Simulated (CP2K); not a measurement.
Two runs for the C K edge of 2-borylimidazole. Run A: CP2K XAS_TDP, all-electron GAPW, PBEh(45%), aug-cc-pVDZ, TDA, no relativity. Run B differs in one setting.

First lines with a strength over 0.0015. A:

| atom | energy (eV) | states | strength, one atom |
| --- | --- | --- | --- |
| C2 (bonded to B and 2 N) | 281.62 | 1 | 0.0179 |
|  | 284.02 | 1 | 0.0435 |
|  | 286.68 | 1 | 0.0110 |
|  | 286.86 | 2 | 0.0065 |
|  | 287.28 | 1 | 0.0116 |
| C4 (bonded to C, N and H) | 282.34 | 1 | 0.0362 |
|  | 282.98 | 1 | 0.0201 |
|  | 284.86 | 1 | 0.0073 |
|  | 285.40 | 1 | 0.0035 |
|  | 286.31 | 1 | 0.0030 |
| C5 (bonded to C, N and H) | 282.00 | 1 | 0.0463 |
|  | 284.79 | 1 | 0.0104 |
|  | 284.99 | 1 | 0.0119 |
|  | 285.99 | 1 | 0.0026 |
|  | 286.55 | 1 | 0.0022 |

B:

| atom | energy (eV) | states | strength, one atom |
| --- | --- | --- | --- |
| C2 (bonded to B and 2 N) | 287.00 | 1 | 0.0175 |
|  | 289.40 | 1 | 0.0427 |
|  | 292.06 | 1 | 0.0108 |
|  | 292.23 | 1 | 0.0051 |
|  | 292.66 | 1 | 0.0114 |
| C4 (bonded to C, N and H) | 288.02 | 1 | 0.0355 |
|  | 288.66 | 1 | 0.0197 |
|  | 290.54 | 1 | 0.0071 |
|  | 291.08 | 1 | 0.0034 |
|  | 291.98 | 1 | 0.0029 |
| C5 (bonded to C, N and H) | 287.54 | 1 | 0.0454 |
|  | 290.33 | 1 | 0.0102 |
|  | 290.53 | 1 | 0.0117 |
|  | 291.53 | 1 | 0.0026 |
|  | 292.08 | 1 | 0.0022 |

Q: Which was it: GW2X switched on, scalar relativity switched on, the functional, the basis?

GW2X switched on. GW2X shifts an atom's lines together and keeps their spacings. Against PBEh(45%) in aug-cc-pVDZ, the leading lines move by +5.38 eV (C2, to 287.00), +5.68 eV (C4, to 288.02) and +5.54 eV (C5, to 287.54).

[Hosts, paths, dates, database ids (printed as entryN), source tags and the programs' standing remarks are cut or masked in the printed files.]
